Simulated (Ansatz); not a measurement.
# How fast states decay through Al3InAs4, part 2 of 3

A new crystal, Al3InAs4: structure, gap and complex bands. It is built by putting In for Ga, As for N in the Al3GaN4 structure of space group Pm, with the volume rescaled by atomic radii. The parent structure comes from the Materials Project.

Ansatz 0.2.0; PBE DFT, plane waves, PAW files (the session's first sound run).

So far. Step 2 (Cell and atoms at rest): The largest force component on a free atom ends at 0.0038 eV/Å.

The structure was built from a prototype and need not be the compound's stable phase.

## (3) Band edges

The energy window and the wavevectors of the next steps follow from the band edges, so these are searched first, off the mesh as well.

Input file input.yaml:

```yaml
crystal:
  lattice:
    - [6.7701651042, 0.0, -0.0005982461]
    - [0.0, 4.1183439943, 0.0]
    - [-0.0051526866, 0.0, 7.1317641573]
  atoms:
    - { symbol: Al, position: [0.4977840081, 0.5, 0.1675247044] }
    - { symbol: Al, position: [-0.0014022065, 0.5, 0.8379708255] }
    - { symbol: Al, position: [-0.0017752636, 0.0, 0.329093497] }
    - { symbol: In, position: [0.4955200033, 0.0, 0.6648079057] }
    - { symbol: As, position: [0.1027039228, 0.0, 0.6656288565] }
    - { symbol: As, position: [0.1277402494, 0.5, 0.1683997826] }
    - { symbol: As, position: [0.6336467161, 0.5, 0.8498220559] }
    - { symbol: As, position: [0.6293815704, 0.0, 0.3167533724] }
kpoints:
  mp_grid: { grid: [4, 6, 4] }
  band_path: { path: [VBM, CBM], npoints: 30 }
scf:
  occupations: { method: fixed }
hamiltonian:
  xc: pbe
output:
  eigenvalues: true
  write_potential: true
  write_density: true
  volumetric_format: npy
```

Command:

```sh
> ansatz run input.yaml --threads 2 --pin off --max-ram 4096MiB --backend cpu --events-out ev --progress --plain --runs-dir out
```

Numbers of over 12 decimals in the logs are rounded to 6 here.

Log:

```text
[...]
Crystal: 8 atoms, lattice volume = 198.847 Å³
Basis set: ecut = 420 eV, 3909 PW (Γ)
Bands: 50, of which v1, the nominal top of the filled ones, is band 41 counted from 1 (40 counted from 0)
Symmetry: 2 space group operations
[...]
k-points: 40 of 96 (time reversal used)
[...]
SCF iter   1: F=—  HF=-26638.153113 eV  |F-HF|=—  |Δ(HF+E_count)|=         —  Δρ=1.65e-3  dr2=1.49e-2  ethr=1.77e-3  ⟨swp⟩=4.9  Hψ=6613  notcnv=0  defer=259
[...]
SCF iter   7: F=-26638.147668 eV  HF=-26638.147668 eV  |F-HF|=6.35e-8  |Δ(HF+E_count)|=   7.37e-7  Δρ=3.79e-6  dr2=3.83e-8  ethr=1.22e-10  ⟨swp⟩=11.3  Hψ=9401  notcnv=0
SCF 1 converged in 7 iterations: F = -26638.147668 eV  dr2 = 3.83e-8
[...]
NSCF: frozen V_eff on 80 k-points
[...]
SCF converged after 7 iterations
Free energy (F): -26638.147668 eV
[...]
Internal energy: -26638.147668 eV  (E = F + TS)
E sigma→0 (E₀):  -26638.147668 eV
Fermi energy:    6.563801 eV
[...]
--- Band table (eV; the first three rows and the last of 40) ---
  k-point 0: bands = [... 37 lower, 5.6206, 6.2456, 6.4438, 6.5638, 7.5710, 7.8204, 8.1708, 9.1774, ... 5 higher]
  k-point 1: bands = [... 37 lower, 5.2196, 5.6267, 6.1312, 6.4308, 8.2342, 8.5565, 8.6941, 9.2492, ... 5 higher]
  k-point 2: bands = [... 37 lower, 5.5879, 5.7155, 5.7377, 6.2465, 8.5124, 8.7603, 9.1297, 9.3268, ... 5 higher]
  k-point 39: bands = [... 37 lower, 4.6904, 4.8651, 5.0486, 5.1128, 7.8730, 8.2333, 8.2693, 8.3955, ... 5 higher]
```

The job ended after 4.1 min (2 threads of Arm Neoverse N1, shared host; peak memory 0.66 GiB; 8.2 min of CPU time).

This step gave:

| Item | Value |
| --- | --- |
| Fermi energy | 6.564 eV |
| gap on the k-mesh | 1.007 eV |
| gap on path | 1.007 eV, by band count; negative where bands overlap |
| direct gap on path | 1.007 eV |
| edge places on path | 0, 0 1/A along the path |

Levels at VBM (eV): -5.70, -5.55, -4.81, -3.53, -2.36, -2.10, -1.27, -1.12, -0.94, -0.32, -0.12, 0.00, 1.01, 1.26, 1.61, 2.61, 3.61, 3.73, 3.76, 4.13, 4.41.

The searched edges give 1.01 eV, as on the mesh.

## (4) Complex bands

This step: PBE DFT, plane waves, PAW files; complex bands by layer matching along the plane's normal (Ansatz 0.2.0).

The same crystal is laid in a cell whose first two vectors span the (001) plane (indices of the standard conventional cell, whose axes can be ordered otherwise than in the bulk input). At fixed energy and wavevector in the plane the solver finds all kz, real and complex. A few wavevectors are listed, (0, 0) and (0.5, 0) in units of the plane's reciprocal vectors; the slowest state needn't be among them.

Input file input.yaml:

```yaml
crystal:
  lattice:
    - [6.770165131, 0.0, 0.0]
    - [0.0, 4.118343994, 0.0]
    - [-0.005782885, 0.0, 7.131763674]
  atoms:
    - { symbol: Al, position: [0.4977840081, 0.5, 0.1675247044] }
    - { symbol: Al, position: [0.9985977935, 0.5, 0.8379708255] }
    - { symbol: Al, position: [0.9982247364, 0.0, 0.329093497] }
    - { symbol: In, position: [0.4955200033, 0.0, 0.6648079057] }
    - { symbol: As, position: [0.1027039228, 0.0, 0.6656288565] }
    - { symbol: As, position: [0.1277402494, 0.5, 0.1683997826] }
    - { symbol: As, position: [0.6336467161, 0.5, 0.8498220559] }
    - { symbol: As, position: [0.6293815704, 0.0, 0.3167533724] }
kpoints:
  mp_grid: { grid: [4, 6, 4] }
scf:
  occupations: { method: fixed }
hamiltonian:
  xc: pbe
output:
  eigenvalues: true
  transmission:
    leads: [[0, 0]]
    kpoints: [[0.0, 0.0], [0.5, 0.0]]
    e_range: [-1.0, 2.01]
    de: 0.05
```

Log:

```text
[...]
Crystal: 8 atoms, lattice volume = 198.847 Å³
Basis set: ecut = 420 eV, 3909 PW (Γ)
Bands: 50, of which v1, the nominal top of the filled ones, is band 41 counted from 1 (40 counted from 0)
Symmetry: 2 space group operations
[...]
k-points: 40 of 96 (time reversal used)
[...]
SCF iter   1: F=—  HF=-26638.153111 eV  |F-HF|=—  |Δ(HF+E_count)|=         —  Δρ=1.65e-3  dr2=1.49e-2  ethr=1.77e-3  ⟨swp⟩=4.9  Hψ=6613  notcnv=0  defer=259
[...]
SCF iter   7: F=-26638.147668 eV  HF=-26638.147668 eV  |F-HF|=6.36e-8  |Δ(HF+E_count)|=   7.37e-7  Δρ=3.79e-6  dr2=3.83e-8  ethr=1.22e-10  ⟨swp⟩=11.3  Hψ=9402  notcnv=0
SCF 1 converged in 7 iterations: F = -26638.147668 eV  dr2 = 3.83e-8
[...]
transmission: 9 of 18 steps passed
transmission: 18 of 18 steps passed
SCF converged after 7 iterations
Free energy (F): -26638.147668 eV
[...]
Internal energy: -26638.147668 eV  (E = F + TS)
E sigma→0 (E₀):  -26638.147668 eV
Fermi energy:    6.563801 eV
[...]
--- Band table (eV; the first three rows and the last of 40) ---
  k-point 0: bands = [... 37 lower, 5.6206, 6.2456, 6.4438, 6.5638, 7.5710, 7.8204, 8.1708, 9.1774, ... 5 higher]
  k-point 1: bands = [... 37 lower, 5.2196, 5.6267, 6.1312, 6.4308, 8.2342, 8.5565, 8.6941, 9.2492, ... 5 higher]
  k-point 2: bands = [... 37 lower, 5.5879, 5.7155, 5.7377, 6.2465, 8.5124, 8.7603, 9.1297, 9.3268, ... 5 higher]
  k-point 39: bands = [... 37 lower, 4.6904, 4.8651, 5.0486, 5.1128, 7.8730, 8.2333, 8.2693, 8.3955, ... 5 higher]
--- Transmission ---
  basis      : 243 plane waves across, 9 finite elements along
  points     : 2, as listed
  energies   : 61 from -1.000000 to 2.000000 eV about the Fermi level, 0.050000 eV apart; the leads are filled to 0.503596 eV, and channels, transmission and decay are at 0.500000 eV
  crystal 0  : Al3As4In1, at the sites [0, 0], period 7.1318 Å: whole cells are its period
    offset         : up to 0.0000 Å between an atom of the period and one for which it stands
    channels       : 0.000000e0 a spin
    conductance    : none, the energies end too early or step too widely for 300 K: set another output.transmission.e_range or a lower de, or, where they end at an eighth of basis.ecutwfc, a higher one
    slowest decay  : 0.0757 /Å at (0.0000, 0.0000)
```

Elapsed: 2.4 min, on 2 threads; peak memory 0.82 GiB; 3.9 min of CPU time.

Numbers from this step:

```yaml
level_to_which_the_leads_are_filled: 0.5036 eV from the Fermi level
decay_constant_at_the_filling_level_zone_centre: 0.07574 Å⁻¹
decay_constant_at_the_filling_level_slowest_listed_point: 0.0757 Å⁻¹
```

K parallel (0, 0); values up to 1.5 1/Å, a degenerate pair printed once or twice; energies at which all values exceed this have no row. The Im kz of the slowest decaying states by energy, zero at the highest filled level on the SCF mesh:

```
energy (eV)  decay 1 (Å⁻¹)  decay 2 (Å⁻¹)  decay 3 (Å⁻¹)  decay 4 (Å⁻¹)
      -1.00         0.0588          0.112          0.777           1.04
      -0.90         0.0216         0.0778          0.129          0.762
      -0.75         0.0965          0.114          0.210          0.740
      -0.65          0.105          0.145          0.238          0.725
      -0.50          0.113          0.140          0.267          0.702
      -0.40          0.107          0.114          0.281          0.687
      -0.30         0.0849          0.291          0.670          0.879
      -0.15          0.165          0.195          0.302          0.645
      -0.05         0.0365          0.147          0.293          0.305
       0.00        0.00531         0.0465          0.145          0.305
       0.10         0.0597          0.142          0.184          0.299
       0.20         0.0680          0.140          0.275          0.544
       0.30         0.0731          0.138          0.298          0.577
       0.45         0.0760          0.133          0.324          0.541
       0.55         0.0749          0.128          0.337          0.518
       0.70         0.0685          0.119          0.353          0.483
       0.80         0.0600          0.111          0.361          0.458
       0.90         0.0458          0.101          0.368          0.431
       1.05         0.0798          0.375          0.386          0.553
       1.15         0.0589          0.351          0.379          0.523
       1.30          0.288          0.384          0.498          0.672
       1.40          0.234          0.385          0.486          0.650
       1.50          0.163          0.386          0.478          0.627
       1.65          0.387          0.469          0.591          0.726
       1.75          0.386          0.465          0.565          0.711
       1.90          0.384          0.463          0.523          0.680
       2.00         0.0546          0.382          0.464          0.492
```

K parallel (0, 0). Table of Re kz of states that move upwards by energy, zero at the highest filled level on the SCF mesh:

```
energy (eV)  channel 1 (Å⁻¹)  channel 2 (Å⁻¹)  channel 3 (Å⁻¹)
      -1.00           -0.171            0.420                -
      -0.90           -0.157            0.285                -
      -0.85           -0.150            0.363                -
      -0.75           -0.386           -0.135                -
      -0.70           -0.365           -0.128                -
      -0.60           -0.319           -0.112                -
      -0.50           -0.265          -0.0958                -
      -0.45           -0.233          -0.0869                -
      -0.35           -0.143          -0.0621                -
      -0.25           -0.326          -0.0568                -
      -0.20           -0.280          -0.0424                -
      -0.10           -0.188                -                -
      -0.05           -0.131                -                -
       0.00                -                -                -
       0.05                -                -                -
       0.15                -                -                -
       0.20                -                -                -
       0.30                -                -                -
       0.40                -                -                -
       0.45                -                -                -
       0.55                -                -                -
       0.60                -                -                -
       0.70                -                -                -
       0.80                -                -                -
       0.85                -                -                -
       0.95                -                -                -
       1.05           0.0316                -                -
       1.10           0.0477                -                -
       1.20           0.0726                -                -
       1.25           0.0838                -                -
       1.35           0.0584            0.106                -
       1.45           0.0868            0.129                -
       1.50           0.0991            0.143                -
       1.60            0.123            0.180                -
       1.70            0.115            0.149            0.239
       1.75            0.133            0.162            0.272
       1.85            0.157            0.186            0.339
       1.90            0.168            0.198            0.375
       2.00            0.190            0.222                -
```

K parallel (0.5, 0); values up to 1.5 1/Å, a degenerate pair printed once or twice; energies at which all values exceed this have no row. Table of Im kz of the slowest decaying states by energy, zero at the highest filled level on the SCF mesh:

```
energy (eV)  decay 1 (Å⁻¹)  decay 2 (Å⁻¹)  decay 3 (Å⁻¹)  decay 4 (Å⁻¹)
      -1.00          0.148          0.333          0.389          0.794
      -0.85         0.0361         0.0507         0.0941          0.350
      -0.70         0.0867          0.177          0.363          0.409
      -0.55          0.113          0.235          0.373          0.415
      -0.40         0.0539          0.131          0.275          0.379
      -0.25         0.0898          0.133          0.144          0.305
      -0.10          0.111          0.154          0.206          0.327
       0.00          0.121          0.159          0.238          0.340
       0.05          0.125          0.162          0.251          0.345
       0.20          0.135          0.166          0.284          0.359
       0.35          0.142          0.170          0.310          0.369
       0.50          0.146          0.171          0.330          0.370
       0.65          0.148          0.170          0.346          0.363
       0.80          0.147          0.168          0.356          0.360
       0.95          0.143          0.164          0.333          0.374
       1.10          0.136          0.157          0.303          0.383
       1.25          0.126          0.144          0.264          0.386
       1.40         0.0949           0.12          0.218          0.387
       1.55         0.0991          0.170          0.380          0.387
       1.70         0.0704          0.110          0.362          0.385
       1.85         0.0811          0.341          0.381          0.382
       2.00         0.0589          0.317          0.356          0.378
```

At the listed wavevectors the last open channel is at -0.05 eV and the next at +1.05 eV on the grid. At +0.50 eV, the grid energy nearest the filling level (the middle of the gap on the SCF mesh), the slowest state at the listed wavevectors decays with κ = 0.0757 Å⁻¹, its amplitude falling by e over 13 Å. Through 1 nm of this crystal that state's transmission falls by exp(−2 × 0.0757 Å⁻¹ × 10 Å) = 0.22.

## (5) Band edges at another level, cutoff 500 eV

This step: r2SCAN DFT, plane waves, PAW files (Ansatz 0.2.0).

The edges again with r2SCAN, at the same atoms. Against that run the cutoff is 500 eV against 420.

Input file input.yaml:

```yaml
crystal:
  lattice:
    - [6.7701651042, 0.0, -0.0005982461]
    - [0.0, 4.1183439943, 0.0]
    - [-0.0051526866, 0.0, 7.1317641573]
  atoms:
    - { symbol: Al, position: [0.4977840081, 0.5, 0.1675247044] }
    - { symbol: Al, position: [-0.0014022065, 0.5, 0.8379708255] }
    - { symbol: Al, position: [-0.0017752636, 0.0, 0.329093497] }
    - { symbol: In, position: [0.4955200033, 0.0, 0.6648079057] }
    - { symbol: As, position: [0.1027039228, 0.0, 0.6656288565] }
    - { symbol: As, position: [0.1277402494, 0.5, 0.1683997826] }
    - { symbol: As, position: [0.6336467161, 0.5, 0.8498220559] }
    - { symbol: As, position: [0.6293815704, 0.0, 0.3167533724] }
kpoints:
  mp_grid: { grid: [4, 6, 4] }
  band_path: { path: [VBM, CBM], npoints: 30 }
scf:
  occupations: { method: fixed }
hamiltonian:
  xc: r2scan
output:
  eigenvalues: true
```

Log:

```text
[...]
Crystal: 8 atoms, lattice volume = 198.847 Å³
Basis set: ecut = 500 eV, 5073 PW (Γ), exchange–correlation on 200×128×216 points (64 copies of the dense FFT grid, shifted against one another)
Bands: 50, of which v1, the nominal top of the filled ones, is band 41 counted from 1 (40 counted from 0)
Symmetry: 2 space group operations
[...]
k-points: 40 of 96 (time reversal used)
[...]
SCF iter   1: F=—  HF=-26695.661593 eV  |F-HF|=—  |Δ(HF+E_count)|=         —  Δρ=4.34e-3  dr2=5.60e-2  dr2_τ=3.10e-2  ethr=1.77e-3  ⟨swp⟩=5.1  Hψ=6799  notcnv=0  defer=259
[...]
SCF iter   7: F=-26695.717556 eV  HF=-26695.717556 eV  |F-HF|=9.99e-9  |Δ(HF+E_count)|=   4.00e-7  Δρ=3.53e-6  dr2=4.08e-8  dr2_τ=1.36e-9  ethr=1.22e-10  ⟨swp⟩=11.5  Hψ=9393  notcnv=0
SCF 1 converged in 7 iterations: F = -26695.717556 eV  dr2 = 4.08e-8
[...]
SCF converged after 7 iterations
Free energy (F): -26695.717556 eV
[...]
Internal energy: -26695.717556 eV  (E = F + TS)
E sigma→0 (E₀):  -26695.717556 eV
Fermi energy:    6.357180 eV
[...]
--- Band table (eV; the first three rows and the last of 40) ---
  k-point 0: bands = [... 37 lower, 5.3789, 6.0330, 6.2367, 6.3572, 7.9037, 8.0677, 8.3110, 9.4202, ... 5 higher]
  k-point 1: bands = [... 37 lower, 5.0765, 5.3845, 5.9118, 6.2209, 8.3858, 8.8093, 8.9129, 9.4959, ... 5 higher]
  k-point 2: bands = [... 37 lower, 5.3568, 5.4963, 5.4977, 6.0329, 8.6741, 8.9272, 9.4240, 9.5561, ... 5 higher]
  k-point 39: bands = [... 37 lower, 4.4179, 4.6026, 4.8117, 4.8644, 8.0048, 8.3973, 8.4354, 8.5563, ... 5 higher]
```

Run time: 6.5 min. Hardware: 2 threads; peak memory 1 GiB; 13 min of CPU time.

This step gave:

- free energy: -26695.7176 eV
- Fermi energy: 6.357 eV
- gap on the k-mesh: 1.546 eV
- gap on path: 1.546 eV, by band count; negative where bands overlap
- direct gap on path: 1.546 eV

Levels at VBM (eV): -5.83, -5.67, -4.90, -3.63, -2.44, -2.14, -1.32, -1.16, -0.98, -0.32, -0.12, 0.00, 1.55, 1.71, 1.95, 3.06, 3.94, 4.12, 4.15, 4.52, 4.81.

The searched edges give 1.55 eV, as on the mesh.

For the gap on path, step 3 gave 1.01 eV; this run, with r2SCAN and cutoff 500 eV, gives 1.55 eV.

(Continued in part 3 of 3.)

[Logs are printed without paths, hosts, clocks, repeated set-up lines and the standing remarks that a program may print on its own settings, such as how far it seeks lower states.]

[Hosts, paths, dates, database ids (printed as entryN), source tags and the programs' standing remarks are cut or masked in the printed files.]
